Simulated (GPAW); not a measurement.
# Dielectric function and optical constants of AlN

Aim: the dielectric function of AlN, and the optical constants that follow from it. The cell comes from an older database entry, whose edges can differ from later determinations, mostly by under a per cent.

Method: DFT, LDA, plane-wave PAW (GPAW data sets), scalar-relativistic, RPA, optical limit, in GPAW 26.7.0.

The database entry behind the starting cell differs from later determinations by our own check (inner coordinate u about 0.002 short), so it need not match the best structure at ambient conditions.

## Step 1: Starting point

It takes space group P6_3mc (No. 186, hexagonal). The conventional cell has a = 3.113 Å, b = 3.113 Å, c = 4.981 Å, α = 90.00°, β = 90.00°, γ = 120.00°. Nearest to Al lie 4 N at 1.89 Å. N has 4 Al at 1.89 Å nearest. Farther neighbours and most contacts between anions are not listed.

Coordinates:

```cif
data_structure
_symmetry_space_group_name_H-M 'P6_3mc'
_symmetry_Int_Tables_number 186
_cell_length_a 3.1130
_cell_length_b 3.1130
_cell_length_c 4.9810
_cell_angle_alpha 90.000
_cell_angle_beta 90.000
_cell_angle_gamma 120.000
_cell_volume 41.80
loop_
_atom_site_label
_atom_site_type_symbol
_atom_site_symmetry_multiplicity
_atom_site_Wyckoff_symbol
_atom_site_fract_x
_atom_site_fract_y
_atom_site_fract_z
_atom_site_occupancy
Al1 Al 2 b 0.66667 0.33333 0.50000 1
N1 N 2 b 0.66667 0.33333 0.88000 1
```

## Step 2: Ground state

First the ground state: is it a metal or has it a gap?

This step: DFT, LDA, plane-wave PAW (GPAW data sets), scalar-relativistic, ground state (GPAW 26.7.0).

File gs.py:

```python
from ase import Atoms
from ase.dft.bandgap import bandgap
from gpaw import GPAW, PW, FermiDirac

atoms = Atoms(['Al', 'Al', 'N', 'N'],
              cell=[[3.113000000011, 0.000000000000, 0.000000000000],
                    [-1.556500000006, 2.695937081990, 0.000000000000],
                    [0.000000000000, 0.000000000000, 4.981000000000]],
              scaled_positions=[[0.666666666667, 0.333333333333, 0.500000000000],
                                [0.333333333333, 0.666666666667, 0.000000000000],
                                [0.666666666667, 0.333333333333, 0.880000000000],
                                [0.333333333333, 0.666666666667, 0.380000000000]],
              pbc=[True, True, True])
atoms.calc = GPAW(mode=PW(500), xc='LDA', kpts={'size': (9, 9, 5), 'gamma': True},
                  occupations=FermiDirac(0.05), maxiter=150, txt='gs.txt')
print('energy (eV)', atoms.get_potential_energy())
print('Fermi level (eV)', atoms.calc.get_fermi_level())
print('valence electrons', atoms.calc.get_number_of_electrons())
print('gap (eV)', bandgap(atoms.calc, output=None)[0])
print('direct gap (eV)', bandgap(atoms.calc, direct=True, output=None)[0])
atoms.calc.write('gs.gpw')
```

Launch:

```sh
> OMP_NUM_THREADS=1 python gs.py
```

Numbers of over 12 decimals in the logs are rounded to 6 here.

The program printed:

```text
__  _  _
 | _ |_)|_||  |
 |__||  | ||/\| - 26.7.0

Versions:
  Python: 3.12.14
  ASE:    3.29.0
  Numpy:  2.5.5
  Scipy:  1.18.1
  Libxc:  7.0.0

Input parameters:
  mode=PW(ecut=500.0),
  kpts=MonkhorstPack(size=(9, 9, 5), gamma=True),
  maxiter=150,
  occupations=Occupations(name='fermi-dirac', width=0.05, fixmagmom=False),
  xc=XC(name='LDA')

Diagonalizing LCAO Hamiltonian
Converting LCAO to pw mode

           N

           Al
        N

        Al

Atoms  # Å, Bohr magnetons
|   | symbol |         x |        y |        z |    initial magnetic moments |
| 0 |     Al |  1.556500 | 0.898646 | 2.490500 | ( 0.0000,  0.0000,  0.0000) |
| 1 |     Al | -0.000000 | 1.797291 | 0.000000 | ( 0.0000,  0.0000,  0.0000) |
| 2 |      N |  1.556500 | 0.898646 | 4.383280 | ( 0.0000,  0.0000,  0.0000) |
| 3 |      N | -0.000000 | 1.797291 | 1.892780 | ( 0.0000,  0.0000,  0.0000) |

Unit cell  # Å
| periodic |         x |        y |        z |  lengths |     angles |
|      yes |  3.113000 | 0.000000 | 0.000000 | 3.113000 |  90.000000 |
|      yes | -1.556500 | 2.695937 | 0.000000 | 3.113000 |  90.000000 |
|      yes |  0.000000 | 0.000000 | 4.981000 | 4.981000 | 120.000000 |

Number of symmetries: 6
Symmetry operations  # r_c * U_cc + t_c -> r_c
|   | kind |            matrix            |
| 0 |  σ   |  1, 1, 0,  0,-1, 0,  0, 0, 1 |
| 1 |  E   |  1, 0, 0,  0, 1, 0,  0, 0, 1 |
| 2 |  C3  |  0, 1, 0, -1,-1, 0,  0, 0, 1 |
| 3 |  σ   |  0,-1, 0, -1, 0, 0,  0, 0, 1 |
| 4 |  σ   | -1, 0, 0,  1, 1, 0,  0, 0, 1 |
| 5 |  C3  | -1,-1, 0,  1, 0, 0,  0, 0, 1 |

BZ-sampling:
  Number of BZ points: 405
  Number of IBZ points: 50

  Monkhorst-Pack size: [9, 9, 5]
  Monkhorst-Pack shift: [0, 0, 0]

K-points  # in reciprocal-cell coordinates
|     |                                coordinates |     weight |
|   0 | (  0.00000000,   0.00000000,   0.00000000) | 0.00246914 |
|   1 | (  0.00000000,   0.00000000,   0.20000000) | 0.00493827 |
|   2 | (  0.00000000,   0.00000000,   0.40000000) | 0.00493827 |
|   3 | (  0.11111111,   0.00000000,  -0.40000000) | 0.01481481 |
|   4 | (  0.11111111,   0.00000000,  -0.20000000) | 0.01481481 |
|   5 | (  0.11111111,   0.00000000,   0.00000000) | 0.01481481 |
|   6 | (  0.11111111,   0.00000000,   0.20000000) | 0.01481481 |
|   7 | (  0.11111111,   0.00000000,   0.40000000) | 0.01481481 |
|   8 | (  0.22222222,  -0.11111111,   0.00000000) | 0.01481481 |
|   9 | (  0.22222222,  -0.11111111,   0.20000000) | 0.02962963 |
| ... |                                            |            |
|  49 | (  0.44444444,   0.44444444,   0.40000000) | 0.02962963 |

Plane wave coefficients: 1087
Cutoff: 500.0 eV

Spin-components: 1 (collinear spins)
Bands:           14
Projectors:      20
Spin-degeneracy: 2
Datatype:        complex128

Parallelization:
  kpt:    1
  domain: 1
  band:   1

Density:
  Valence electrons: 16.0
  Components: 1
  Grid points: [18 18 27]
  Charge: 0.0  # |e|

Potential:
  Grid points: [18 18 27]

species:
  Al:
    name:    Aluminium
    id:
    Z:       13.0
    valence: 3
    core:    10
    charge:  0.0  # [|e|]
    compensation charges:
      type: gauss
      rc: 0.34  # [Å]
      lmax: 2
    cutoffs:
      filter: 1.91  # [Å]
      core: 2.36  # [Å]
    projectors
    | kind |    occ | energy [eV] | rcut [Å] |
    |   3s |  2.000 |      -7.830 |    1.085 |
    |   3p |  1.000 |      -2.783 |    1.085 |
    |    s |        |      19.382 |    1.085 |
    |    p |        |      24.428 |    1.085 |
    |    d |        |       0.000 |    1.085 |

    Using partial waves for Al as LCAO basis

  N:
    name:    Nitrogen
    id:
    Z:       7.0
    valence: 5
    core:    2
    charge:  0.0  # [|e|]
    compensation charges:
      type: gauss
      rc: 0.18  # [Å]
      lmax: 2
    cutoffs:
      filter: 1.11  # [Å]
      core: 0.96  # [Å]
    projectors
    | kind |    occ | energy [eV] | rcut [Å] |
    |   2s |  2.000 |     -18.420 |    0.603 |
    |   2p |  3.000 |      -7.237 |    0.529 |
    |    s |        |       8.791 |    0.603 |
    |    p |        |      19.974 |    0.529 |
    |    d |        |       0.000 |    0.577 |

    Using partial waves for N as LCAO basis

Reference energy: -16098.591502  # eV

eigensolver:
  PPCG
  Converge bands: occupied
  niter=2

density mixing:
  MSR1-Mixer
  Pratt-step length: 0.05
  Maximum mixing coefficient: 0.75
  Old densities: 10
  SVD Regularization: 0.005
  Good broyden scale: 1.0
  Trust region scale: 1.0
  Backstep threshold: 4.0
  History deletion threshold: 6.0
  Fourier metric: weight=20.0, sigma=0.015

occupation numbers:
  Fermi-Dirac:
    width: 0.0500  # eV

poisson solver:
  ecut: 4000.0  # eV

xc functional:
  name: None

convergence criteria:
- Maximum [total energy] change in last 3 cyles: 0.0005 eV / valence electron
- Maximum integral of absolute [dens]ity change: 0.0001 electrons / valence electron
- Maximum integral of absolute [eigenst]ate change: 4e-08 eV^2 / valence electron
maximum number of iterations: 150

SCF iterations
|iter     |      energy | eigst |  dens |
|iter:   1||  -35.440757 | -0.25 |       |
|iter:   2||  -34.488890 | -1.83 | -0.56 |
|iter:   3||  -31.618833 | -0.54 | -0.61 |
|iter:   4||  -31.590962 | -2.76 | -1.25 |
|iter:   5||  -31.586296 | -3.51 | -1.59 |
|iter:   6||  -31.586385c| -5.42 | -2.73 |
|iter:   7||  -31.586398c| -6.66 | -3.15 |
|iter:   8||  -31.586398c| -7.57c| -4.43c|

Converged in 8 steps
SCF loop duration: 12.996 s (1.624 s/step)
Energy contributions relative to reference atoms: (reference = -16098.591502)

Energy contributions:
  Kinetic:          27.424560
  Coulomb:         -22.004686
  Zero:             -0.142741
  External:          0.000000
  Xc:              -36.863531
  Entropy:          -0.000000
  Spinorbit:         0.000000
  ----------------------------
  Free energy:     -31.586398
  Extrapolated:    -31.586398

dipole moment: (-0.000008, 0.000004, -6.825044)  # |e|*Ang

Fermi level: 6.782
Eigenvalues  # (at kpt = [0.000, 0.000, 0.000])
| band index |      eig [eV] | occ [0-2] |
|          0 |        -9.238 |     2.000 |
|          1 |        -7.040 |     2.000 |
|          2 |        -0.178 |     2.000 |
|          3 |         5.012 |     2.000 |
|          4 |         5.012 |     2.000 |
|          5 |         5.690 |     2.000 |
|          6 |         5.690 |     2.000 |
|          7 |         5.873 |     2.000 |
|          8 |        10.052 |     0.000 |
|          9 |        12.387 |     0.000 |
|         10 |        16.406 |     0.000 |
|         11 |        16.829 |     0.000 |
|         12 |        16.829 |     0.000 |
|         13 |        18.793 |     0.000 |

Gap: 4.179 eV
Transition (v -> c):
  (s=0, k=0, n=7, [0.00, 0.00, 0.00]) -> (s=0, k=0, n=8, [0.00, 0.00, 0.00])
No difference between direct/indirect transitions

--- standard output ---
energy (eV) -31.586398
Fermi level (eV) 6.782405
valence electrons 16.0
gap (eV) 4.179112
direct gap (eV) 4.179112
```

The job ended after 15 s (1 thread of Arm Neoverse V1, shared host; peak memory 0.16 GiB).

Read-outs, printed or worked out from the files:

```
energy                 : -31.59 eV
Fermi energy           : 6.782 eV
gap on the k-mesh      : 4.179 eV
direct gap on the mesh : 4.179 eV
electrons              : 16
```

There is a gap, 4.18 eV on this mesh (points off the mesh can give less), so no carriers' term is needed.

## Step 3: Bands for the response

At the fixed density, many empty bands are solved on the mesh of the response, since the spectrum sums over them.

This step: DFT, LDA, plane-wave PAW (GPAW data sets), scalar-relativistic, bands at fixed density (GPAW 26.7.0).

File nscf.py:

```python
from ase.dft.bandgap import bandgap
from gpaw import GPAW, FermiDirac

calc = GPAW('gs.gpw').fixed_density(kpts={'size': (12, 12, 6), 'gamma': True}, nbands=36, convergence={'bands': 30},
                                    occupations=FermiDirac(0.001), txt='nscf.txt')
print('gap (eV)', bandgap(calc, output=None)[0])
print('direct gap (eV)', bandgap(calc, direct=True, output=None)[0])
print('top band over the Fermi level (eV)', min(calc.get_eigenvalues(kpt=k)[29] for k in range(len(calc.get_ibz_k_points()))) - calc.get_fermi_level())
calc.write('full.gpw', mode='all')
```

Launch:

```sh
> OMP_NUM_THREADS=1 python nscf.py
```

The program printed:

```text
Diagonalizing LCAO Hamiltonian
Converting LCAO to pw mode
convergence criteria:
- Maximum integral of absolute [eigenst]ate change: 4e-08 eV^2 / valence electron
maximum number of iterations: 150

SCF iterations
|iter     |      energy | eigst |  dens |
|iter:   1||             | +3.05 |       |
|iter:   2||             | +1.46 |       |
|iter:   3||             | +0.11 |       |
|iter:   4||             | -0.88 |       |
|iter:   5||             | -2.13 |       |
|iter:   6||             | -3.18 |       |
|iter:   7||             | -4.28 |       |
|iter:   8||             | -5.32 |       |
|iter:   9||             | -6.35 |       |
|iter:  10||             | -7.05 |       |
|iter:  11||             | -7.60c|       |
SCF steps: 11
  __  _  _
 | _ |_)|_||  |
 |__||  | ||/\| - 26.7.0

Versions:
  Python: 3.12.14
  ASE:    3.29.0
  Numpy:  2.5.5
  Scipy:  1.18.1
  Libxc:  7.0.0

Input parameters:
  mode=PW(ecut=500.0),
  convergence={'bands': 30},
  gpts=array([18, 18, 27]),
  kpts=MonkhorstPack(size=(12, 12, 6), gamma=True),
  maxiter=150,
  nbands=36,
  occupations=Occupations(name='fermi-dirac', width=0.001, fixmagmom=False),
  parallel={},
  xc=XC(name='LDA')

--- standard output ---
gap (eV) 4.179112
direct gap (eV) 4.179112
top band over the Fermi level (eV) 27.403787
```

Wall time 87 s (1 thread); peak memory 0.24 GiB.

[end of part 1 of 2]

[Machine, clock and banner lines and Python warnings are left out of the logs.]

[Logs are printed without paths, hosts, clocks, repeated set-up lines and the standing remarks that a program may print on its own settings, such as how far it seeks lower states.]

[Hosts, paths, dates, database ids (printed as entryN), source tags and the programs' standing remarks are cut or masked in the printed files.]
